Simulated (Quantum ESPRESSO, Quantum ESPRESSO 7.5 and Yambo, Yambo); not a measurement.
# TiO2 (Anatase): the gap under hydrostatic strain

Aim: the gap of TiO2 (Anatase) under hydrostatic strain, by PBE and G0W0.

Program: Quantum ESPRESSO 7.5 and Yambo 5.3.0. Level of theory: PBE and many-body steps on it, plane waves. Results are calculated unless marked as measured.

### 1. The structure

Symmetry: I4_1/amd, No. 141, tetragonal system. Conventional cell: a = 3.784 Å, b = 3.784 Å, c = 9.515 Å, α = 90.00°, β = 90.00°, γ = 90.00°. Nearest to Ti lie 6 O at 1.93 to 1.98 Å. Nearest to O lie 3 Ti at 1.93 to 1.98 Å. Farther neighbours and most contacts between anions are not listed.

The cell and positions come from the Crystallography Open Database and are kept as given unless a step says otherwise.

### 2. Ground state

This step: Quantum ESPRESSO 7.5; DFT, PBE, plane waves, norm-conserving pseudopotentials.

The ground-state density comes first.

The input, pw.in:

```
&control
  calculation = 'scf'
  prefix = 'x'
  outdir = 'o'
  pseudo_dir = 'pseudo'
/
&system
  ibrav = 0
  nat = 6
  ntyp = 2
  ecutwfc = 76.0
  nbnd = 31
  force_symmorphic = .true.
/
&electrons
  conv_thr = 1e-10
  electron_maxstep = 80
  mixing_beta = 0.5
/
ATOMIC_SPECIES
  Ti 47.867 Ti.upf
  O 15.999 O.upf
CELL_PARAMETERS angstrom
  -1.8921000000 1.8921000000 4.7573000000
  1.8921000000 -1.8921000000 4.7573000000
  1.8921000000 1.8921000000 -4.7573000000
ATOMIC_POSITIONS crystal
  Ti 0.0000000000 0.0000000000 0.0000000000
  Ti 0.7500000000 0.2500000000 0.5000000000
  O 0.2081000000 0.2081000000 0.0000000000
  O 0.9581000000 0.4581000000 0.5000000000
  O 0.5419000000 0.0419000000 0.5000000000
  O 0.7919000000 0.7919000000 0.0000000000
K_POINTS automatic
  8 8 8 0 0 0
```

Command:

```bash
OMP_NUM_THREADS=1 mpirun -n 4 pw.x -nk 4 -in pw.in > pw.out
```

What it wrote:

```text
Program PWSCF v.7.5 starts

     This program is part of the open-source Quantum ESPRESSO suite
     for quantum simulation of materials; please cite
         "P. Giannozzi et al., J. Phys.:Condens. Matter 21 395502 (2009);
         "P. Giannozzi et al., J. Phys.:Condens. Matter 29 465901 (2017);
         "P. Giannozzi et al., J. Chem. Phys. 152 154105 (2020);
     in publications or presentations arising from this work. More details at
     Message from routine setup:
[...]
The total energy is the sum of the following terms:
     one-electron contribution =    -158.75554571 Ry
     hartree contribution      =     100.85437904 Ry
     xc contribution           =     -68.35605947 Ry
     ewald contribution        =    -244.17686934 Ry

     convergence has been achieved in  19 iterations

     XML data file, charge density, pseudopotentials, collected wavefunctions

=------------------------------------------------------------------------------=
   JOB DONE.
=------------------------------------------------------------------------------=
[key lines of the parts left out:]
!    total energy              =    -370.43409547 Ry
```

Wall time 2.3 min (4 MPI ranks of Arm Neoverse V1, shared host); peak memory 0.48 GiB.

Numbers from this step:

```
total energy               : -5040.0126 eV
gap                        : 2.186 eV
k of the valence top       : 0, 0, 0.375
k of the conduction bottom : 0, 0, 0
least direct gap           : 2.492 eV
```

The gap is indirect, with the least direct gap 0.31 eV higher.

### 3. Empty states on the mesh, 4×4×4 mesh, 178 bands

The sums over transitions need many empty states on a uniform mesh; this step solves for them.

pw.in, as its differences from that of step 2:

```diff
@@ -1,3 +1,3 @@
 &control
-  calculation = 'scf'
+  calculation = 'nscf'
   prefix = 'x'
@@ -11,3 +11,3 @@
   ecutwfc = 76.0
-  nbnd = 31
+  nbnd = 178
   force_symmorphic = .true.
@@ -15,5 +15,6 @@
 &electrons
-  conv_thr = 1e-10
+  conv_thr = 1e-9
   electron_maxstep = 80
-  mixing_beta = 0.5
+  diago_full_acc = .true.
+  diago_thr_init = 5e-6
 /
@@ -34,2 +35,2 @@
 K_POINTS automatic
-  8 8 8 0 0 0
+  4 4 4 0 0 0
```

What it wrote:

```text
[banner, memory and clock lines left out]
Program PWSCF v.7.5 starts

     Atomic positions and unit cell read from directory:
     o/x.save/

     Message from routine setup:
     using ibrav=0 with symmetry is DISCOURAGED, use correct ibrav instead

     G-vector sticks info

     bravais-lattice index     =            0
     lattice parameter (alat)  =      10.3145  a.u.
     unit-cell volume          =     459.7326 (a.u.)^3
     number of atoms/cell      =            6
     number of atomic types    =            2
     number of electrons       =        48.00
[...]
k = 0.3606 0.3606 0.0000 (  5174 PWs)   bands (ev):

[...]
[... 11 further rows ...]
[...]
97.6062  98.0023

          k =-0.7212-0.7212 0.0000 (  5150 PWs)   bands (ev):

[...]
46.8734  46.8734  47.5100  47.5100  48.5639  48.5639  49.7923  49.7923
     [... 11 further rows ...]
    93.7222  93.7222  94.5210  94.5210  95.6740  95.6740  96.6842  96.6842
    96.8443  96.8443

          k = 0.3606 0.0000 0.1434 (  5139 PWs)   bands (ev):

     [... further k-points ...]

     highest occupied, lowest unoccupied level (ev):     7.2976    9.4863

     XML data file, pseudopotentials, collected wavefunctions
```

It took 49 s on 4 MPI ranks; peak memory 0.56 GiB; 3.2 min of CPU time.

Numbers from this step:

```yaml
gap: 2.189 eV
k_of_the_valence_top: 0, 0, -0.5
k_of_the_conduction_bottom: 0, 0, 0
least_direct_gap: 2.492 eV
k_points_computed: 13
lowest_point_of_the_top_converged_band_above_the_valence_top: 89.5467 eV
```

On this mesh the gap is 2.189 eV.

### 4. Conversion and set-up

This step: Yambo 5.3.0; conversion and set-up on PBE, plane waves, norm-conserving pseudopotentials.

The states are converted to the many-body program's format and the q mesh is built.

Command:

```bash
(cd o/x.save; p2y > p2y.log; mv SAVE ../..); yambo > setup.log
```

What it wrote:

```text
 Yambo, version 5.3.0

 [02] CORE Variables Setup
 =========================

  [02.01] Unit cells
  ==================

  Cell kind             :  Unknown
  Atoms in the cell     :  Ti  O
  number of Ti atoms    :  2
  number of O  atoms    :   4

  List of atomic masses
  Mass of Ti    :  47.86700
  Mass of O     :  15.99900

  List of atomic coordinates    : [cc]
  Ti1       :  0.000000  0.000000  0.000000  order 1
  Ti2       :  0.000000  3.575551  4.494997  order 2
  O1       : -0.69697E-16  0.69697E-16   3.7416      order 3
[...]
Q [ 1]         [rlu]:  0.000000  0.000000  0.000000
 Q [ 2]         [rlu]:  0.55297E-17  0.72474E-16  0.25000
 Q [ 3]         [rlu]: -0.74239E-16 -0.81769E-16 -0.50000
[...]
Q [ 8]         [rlu]:  0.250000  0.250000  0.250000
 Q [ 9]         [rlu]:  0.250000  0.250000 -0.250000
 Q [10]         [rlu]:  0.250000  0.500000 -0.500000
 Q [11]         [rlu]:  0.250000 -0.250000  0.250000
 Q [12]         [rlu]:  0.250000  0.750000 -0.500000
 Q [13]         [rlu]:  0.500000  0.500000 -0.500000

  [03.01] X indexes
  =================

   [03.01.01] Sigma indexes
   ========================

 [06] Game Over & Game summary
```

The job ended after 2.5 s (1 MPI rank; peak memory 0.24 GiB).

### 5. G0W0, strain +0 %

G0W0 replaces the xc potential by the self-energy, built once from these orbitals. Only a window of levels is corrected, while the sums run over the empty bands that the input names.

This step: G0W0 on PBE, plane waves, norm-conserving pseudopotentials.

The input, gw1.in:

```
HF_and_locXC
gw0
dyson
ppa
em1d
rim_cut
RandQpts= 1000000
RandGvec= 1 RL
EXXRLvcs= 76 Ry
VXCRLvcs= 304 Ry
Chimod= "HARTREE"
% BndsRnXp
 1 | 178 |
%
NGsBlkXp= 13 Ry
% LongDrXp
 1 | 1 | 1 |
%
% GbndRnge
 1 | 178 |
%
DysSolver= "n"
ExtendOut
PPAPntXp= 27.21138 eV
% QPkrange
 3 | 3 | 23 | 26 |
 1 | 1 | 23 | 26 |
 9 | 9 | 23 | 26 |
%
```

Command:

```bash
OMP_NUM_THREADS=2 mpirun -n 2 yambo -F gw1.in -J gw1 -C gw1 > gw1.log
```

What it wrote:

```text
 Yambo, version 5.3.0

 [02] CORE Variables Setup
 =========================

  [... cell, symmetries and grids as in the set-up ...]

  [02.05] Energies & Occupations
  ==============================

  [X] === General ===
  [X] Electronic Temperature                        :  0.000000  0.000000 [eV K]
  [X] Bosonic    Temperature                        :  0.000000  0.000000 [eV K]
  [X] Finite Temperature mode                       : no
  [X] El. density                                   :  0.70458E+24 [cm-3]
  [X] Fermi Level                                   :  7.297603 [eV]

  [X] === Gaps and Widths ===
  [X] Conduction Band Min                           :  2.188719 [eV]
  [X] Valence Band Max                              :  0.000000 [eV]
  [X] Filled Bands                                  :  24
  [X] Empty Bands                                   :   25  178
  [X] Direct Gap                                    :  2.491697 [eV]
  [X] Direct Gap localized at k                     :   9
  [X] Indirect Gap                                  :  2.188719 [eV]
  [X] Indirect Gap between kpts                     :  3  1
  [X] Last valence band width                       :  0.810349 [eV]
  [X] 1st conduction band width                     :  1.464955 [eV]

 [03] Transferred momenta grid and indexing
 ==========================================

 IBZ Q-points                                      :  13
 BZ  Q-points                                      :   64

 K/Q-points units:
 rlu = crystal or reduced units; cc = cartesian coordinates; iku = interal k-units

 Q [ 1]         [rlu]:  0.000000  0.000000  0.000000
 Q [ 2]         [rlu]:  0.55297E-17  0.72474E-16  0.25000
 Q [ 3]         [rlu]: -0.74239E-16 -0.81769E-16 -0.50000
[...]
Q [ 8]         [rlu]:  0.250000  0.250000  0.250000
 Q [ 9]         [rlu]:  0.250000  0.250000 -0.250000
 Q [10]         [rlu]:  0.250000  0.500000 -0.500000
 Q [11]         [rlu]:  0.250000 -0.250000  0.250000
 Q [12]         [rlu]:  0.250000  0.750000 -0.500000
 Q [13]         [rlu]:  0.500000  0.500000 -0.500000

 [04] Coloumb potential Random Integration (RIM)
 ===============================================

  [04.01] RIM initialization
  ==========================

  * Diagonal components only detected *

  8 x (sBL volume)        :  0.067444 [a.u.]
  sBZ random points       :  1000000
  Points outside the sBZ  :   7980549
  RL volume               :  0.539553 [a.u.]
  Integrated volume       :  0.540868 [a.u.]

  [04.02] RIM integrals
  =====================

  Gamma point sphere radius             :  0.073836 [a.u.]
  Points outside the sphere             :   800449
  [Int_sBZ(q=0) 1/q^2]*(Vol_sBZ)^(-1/3) =:  7.663677
                                 should be <:  7.795600

  Summary of Coulomb integrals for non-metallic bands |Q|[au] RIM/Bare

  Q [1] 0.100000E-4 0.983077 * Q [9] 0.174727 0.940102
[...]
X Drude frequency                                :  0.000000  0.000000
  X poles                                          :  100.0000 [o/o]
  RL vectors in the sum                            :   7681
  [r,Vnl] included                                 : yes
  Field direction                                  :  0.577350E-5  0.577350E-5  0.577350E-5
  BZ energy Double Grid                            : no
  BZ energy DbGd points                            : 0
  BZ Q point size factor                           : -1.000000
  X Optical Averaged directions                    : none

 [07] Local Exchange-Correlation + Non-Local Fock
 ================================================

 [VXC] Plane waves :   41149
 [EXS] Plane waves :   5133

 QP @ state[ 1 ] K range:  1  1
 QP @ state[ 1 ] b range:  23  26
 QP @ state[ 2 ] K range:  3  3
 QP @ state[ 2 ] b range:  23  26
 QP @ state[ 3 ] K range:   9   9
 QP @ state[ 3 ] b range:  23  26

 [xc] Functional : Perdew, Burke & Ernzerhof(X)+Perdew, Burke & Ernzerhof(C)
 [xc] LIBXC used to calculate xc functional
  PP Number of Atomic Species                      :  2
  NLCC RL compoments                               :   41149
  PP Number of Atomic Species                      :  2
  NLCC RL compoments                               :   41149

 [xc] E_xc :  -28.61523 [Ha]
      E_xc :  -57.23047 [Ry]

  Local XC kind (lXC) : Perdew, Burke & Ernzerhof(X)+Perdew, Burke & Ernzerhof(C)
  Non-Local XC kind (nlXC) : Hartree-Fock

  Corrections @ K [1] :  [eV]
 <23|nlXC|23> = -24.44653  0.21147E-17 <23|lXC|23> = -19.55036  0.94408E-16
 <24|nlXC|24> = -24.44654 -0.11104E-16 <24|lXC|24> = -19.55036 -0.94408E-16
 <25|nlXC|25> = -11.85499 -0.43336E-18 <25|lXC|25> = -19.33990  0.15322E-22
[...]
Corrections @ K [3] :  [eV]
[...]
Corrections @ K [9] :  [eV]
[...]
<25|nlXC|25> = -11.88006  0.29803E-18 <25|lXC|25> = -19.48808 -0.37763E-15
 <26|nlXC|26> = -12.06419 -0.64717E-18 <26|lXC|26> = -20.30969 -0.18882E-15

 [08] Dyson equation: Newton solver
 ==================================

  [08.01] G0W0 (W PPA)
  ====================

  [  GW  ] Bands range     :    1  178
  [GW/PPA] G damping       :  0.100000 [eV]

  QP @ state[ 1 ] K range:  1  1
  QP @ state[ 1 ] b range:  23  26
  QP @ state[ 2 ] K range:  3  3
  QP @ state[ 2 ] b range:  23  26
  QP @ state[ 3 ] K range:   9   9
  QP @ state[ 3 ] b range:  23  26

   Sc/G bands                                       :    1  178
   Sc/G damping                                     :  0.100000 ev
   Sc bands terminator                              : no
   Sx RL components                                 :   5133

   QP @ state[ 1 ] K range                          :  1  1
   QP @ state[ 1 ] b range                          :  23  26
   QP @ state[ 2 ] K range                          :  3  3
   QP @ state[ 2 ] b range                          :  23  26
   QP @ state[ 3 ] K range                          :   9   9
   QP @ state[ 3 ] b range                          :  23  26
   GF energies kind                                 : Perdew, Burke & Ernzerhof(X)+Perdew, Burke & Ernzerhof(C)
   GF WF`s kind                                     : Perdew, Burke & Ernzerhof(X)+Perdew, Burke & Ernzerhof(C)
   Xs energies kind                                 : Perdew, Burke & Ernzerhof(X)+Perdew, Burke & Ernzerhof(C)
   Xs WF`s kind                                     : Perdew, Burke & Ernzerhof(X)+Perdew, Burke & Ernzerhof(C)

 [11] Game Over & Game summary
```

Wall time 19 min (2 MPI ranks); peak memory 2.1 GiB.

Numbers from this step:

| Item | Value |
| --- | --- |
| G0W0 gap on the points computed | 3.672 eV |
| starting gap on the mesh | 2.189 eV |
| k of the valence top | 0, 0, -0.5 |
| k of the conduction bottom | 0, 0, 0 |
| least direct G0W0 gap on the computed points | 4.007 eV |
| Z at the valence top | 0.7574 |
| Z at the conduction bottom | 0.7790 |

The gap on the mesh goes from 2.19 eV to 3.67 eV, a correction of +1.48 eV.

### 6. G0W0, strain -1 %

The cell differs from the one that the last finished run ended in (a 5.458 → 5.404 Å, b 5.458 → 5.404 Å, c 5.458 → 5.404 Å).

gw2.in, as its differences from gw1.in of step 5:

```diff
@@ -14,3 +14,3 @@
 %
-NGsBlkXp= 13 Ry
+NGsBlkXp= 363 RL
 % LongDrXp
```

Command:

```bash
OMP_NUM_THREADS=2 mpirun -n 2 yambo -F gw2.in -J gw2 -C gw2 > gw2.log
```

What it wrote:

```text
 Yambo, version 5.3.0

 [02] CORE Variables Setup
 =========================

  [... cell, symmetries and grids as in the set-up ...]

  [02.05] Energies & Occupations
  ==============================

  [X] === General ===
  [X] Electronic Temperature                        :  0.000000  0.000000 [eV K]
  [X] Bosonic    Temperature                        :  0.000000  0.000000 [eV K]
  [X] Finite Temperature mode                       : no
  [X] El. density                                   :  0.72615E+24 [cm-3]
[...]
QP @ state[ 2 ] b range                          :  23  26
   QP @ state[ 3 ] K range                          :   9   9
   QP @ state[ 3 ] b range                          :  23  26
   GF energies kind                                 : Perdew, Burke & Ernzerhof(X)+Perdew, Burke & Ernzerhof(C)
   GF WF`s kind                                     : Perdew, Burke & Ernzerhof(X)+Perdew, Burke & Ernzerhof(C)
   Xs energies kind                                 : Perdew, Burke & Ernzerhof(X)+Perdew, Burke & Ernzerhof(C)
   Xs WF`s kind                                     : Perdew, Burke & Ernzerhof(X)+Perdew, Burke & Ernzerhof(C)

 [11] Game Over & Game summary
```

Wall time 18 min (2 MPI ranks); peak memory 2.1 GiB; 72 min of CPU time.

This step gave:

* G0W0 gap on the points computed: 3.780 eV
* starting gap on the mesh: 2.257 eV
* k of the valence top: 0, 0, -0.5
* k of the conduction bottom: 0, 0, 0
* least direct G0W0 gap on the computed points: 4.112 eV

The gap on the mesh goes from 2.26 eV to 3.78 eV, a correction of +1.52 eV.

Ground state, empty states and screening of this cell were made anew, as for the first cell; those steps are not shown. 

### 7. G0W0, strain +1 %

The cell differs from the one that the last finished run ended in (a 5.404 → 5.513 Å, b 5.404 → 5.513 Å, c 5.404 → 5.513 Å).

gw3.in is the same as gw2.in of step 6.

Command:

```bash
OMP_NUM_THREADS=2 mpirun -n 2 yambo -F gw3.in -J gw3 -C gw3 > gw3.log
```

What it wrote:

```text
 Yambo, version 5.3.0

 [02] CORE Variables Setup
 =========================

  [... cell, symmetries and grids as in the set-up ...]

  [02.05] Energies & Occupations
  ==============================

  [X] === General ===
  [X] Electronic Temperature                        :  0.000000  0.000000 [eV K]
  [X] Bosonic    Temperature                        :  0.000000  0.000000 [eV K]
  [X] Finite Temperature mode                       : no
  [X] El. density                                   :  0.68386E+24 [cm-3]
[...]
QP @ state[ 2 ] b range                          :  23  26
   QP @ state[ 3 ] K range                          :   9   9
   QP @ state[ 3 ] b range                          :  23  26
   GF energies kind                                 : Perdew, Burke & Ernzerhof(X)+Perdew, Burke & Ernzerhof(C)
   GF WF`s kind                                     : Perdew, Burke & Ernzerhof(X)+Perdew, Burke & Ernzerhof(C)
   Xs energies kind                                 : Perdew, Burke & Ernzerhof(X)+Perdew, Burke & Ernzerhof(C)
   Xs WF`s kind                                     : Perdew, Burke & Ernzerhof(X)+Perdew, Burke & Ernzerhof(C)

 [11] Game Over & Game summary
```

The job ended after 18 min (2 MPI ranks; peak memory 2.1 GiB; 71 min of CPU time).

Numbers from this step:

| Property | Result |
| --- | --- |
| G0W0 gap on the points computed | 3.561 eV |
| starting gap on the mesh | 2.120 eV |
| k of the valence top | 0, 0, -0.5 |
| k of the conduction bottom | 0, 0, 0 |
| least direct G0W0 gap on the computed points | 3.895 eV |

The gap on the mesh goes from 2.12 eV to 3.56 eV, a correction of +1.44 eV.

Again on this cell's own states.

### 8. G0W0, strain -2 %

The cell differs from the one that the last finished run ended in (a 5.513 → 5.349 Å, b 5.513 → 5.349 Å, c 5.513 → 5.349 Å).

gw4.in is the same as gw3.in of step 7.

Command:

```bash
OMP_NUM_THREADS=2 mpirun -n 2 yambo -F gw4.in -J gw4 -C gw4 > gw4.log
```

What it wrote:

```text
 Yambo, version 5.3.0

 [02] CORE Variables Setup
 =========================

  [... cell, symmetries and grids as in the set-up ...]

  [02.05] Energies & Occupations
  ==============================

  [X] === General ===
  [X] Electronic Temperature                        :  0.000000  0.000000 [eV K]
  [X] Bosonic    Temperature                        :  0.000000  0.000000 [eV K]
  [X] Finite Temperature mode                       : no
  [X] El. density                                   :  0.74861E+24 [cm-3]
[...]
QP @ state[ 2 ] b range                          :  23  26
   QP @ state[ 3 ] K range                          :   9   9
   QP @ state[ 3 ] b range                          :  23  26
   GF energies kind                                 : Perdew, Burke & Ernzerhof(X)+Perdew, Burke & Ernzerhof(C)
   GF WF`s kind                                     : Perdew, Burke & Ernzerhof(X)+Perdew, Burke & Ernzerhof(C)
   Xs energies kind                                 : Perdew, Burke & Ernzerhof(X)+Perdew, Burke & Ernzerhof(C)
   Xs WF`s kind                                     : Perdew, Burke & Ernzerhof(X)+Perdew, Burke & Ernzerhof(C)

 [11] Game Over & Game summary
```

It took 13 min on 2 MPI ranks; peak memory 2.1 GiB.

This step gave:

* G0W0 gap on the points computed: 3.886 eV
* starting gap on the mesh: 2.324 eV
* k of the valence top: 0, 0, -0.5
* k of the conduction bottom: 0, 0, 0
* least direct G0W0 gap on the computed points: 4.211 eV

The gap on the mesh goes from 2.32 eV to 3.89 eV, a correction of +1.56 eV.

Again on this cell's own states.

### 9. The series

One mesh (4×4×4), Godby-Needs plasmon pole, 178 bands in every cell; hydrostatic strain per length. Fractional positions are the same in all cells.

```csv
strain (%),PBE gap (eV),G0W0 gap (eV),least direct G0W0 gap (eV),G0W0 edges
-2,2.324,3.886,4.211,"(0.000, 0.000, -0.500) to Γ"
-1,2.257,3.780,4.112,"(0.000, 0.000, -0.500) to Γ"
+0,2.189,3.672,4.007,"(0.000, 0.000, -0.500) to Γ"
+1,2.120,3.561,3.895,"(0.000, 0.000, -0.500) to Γ"
```

### 10. Summary of results

```json
{
  "slope under compression": "−68 (PBE) and −107 (G0W0) meV per %",
  "slope under tension": "−68 (PBE) and −111 (G0W0) meV per %",
  "GW settings, unstrained cell": "4×4×4 mesh, 178 bands",
  "known limits": "not at the basis limit"
}
```

On the side of compression the slopes of gap against strain are −68 (PBE) and −107 (G0W0) meV per %. On the side of tension the slopes of gap against strain are −68 (PBE) and −111 (G0W0) meV per %. One line through all points gives volume deformation potentials of -2.27 eV (PBE) and -3.60 eV (G0W0). Gaps are read on the mesh, so a valley between its points is missed. Bands and cutoff are finite, so the gap is not at the basis limit. The miss can reach some tenths of an eV and take either sign; the mesh is an error of its own. In the G0W0 run levels were corrected at 3 k points alone, so a gap called «on the mesh» is the least over those, and an edge elsewhere would be missed.

[Paths, hosts, dates, memory and timing lines, banners, echoed tables and standing remarks are left out of the program output.]

[Logs are printed without paths, hosts, clocks, repeated set-up lines and the standing remarks that a program may print on its own settings, such as how far it seeks lower states.]

[Runs of the session that timed out or met a known fault of the program may be left out.]

[Hosts, paths, dates, database ids (printed as entryN), source tags and the programs' standing remarks are cut or masked in the printed files.]
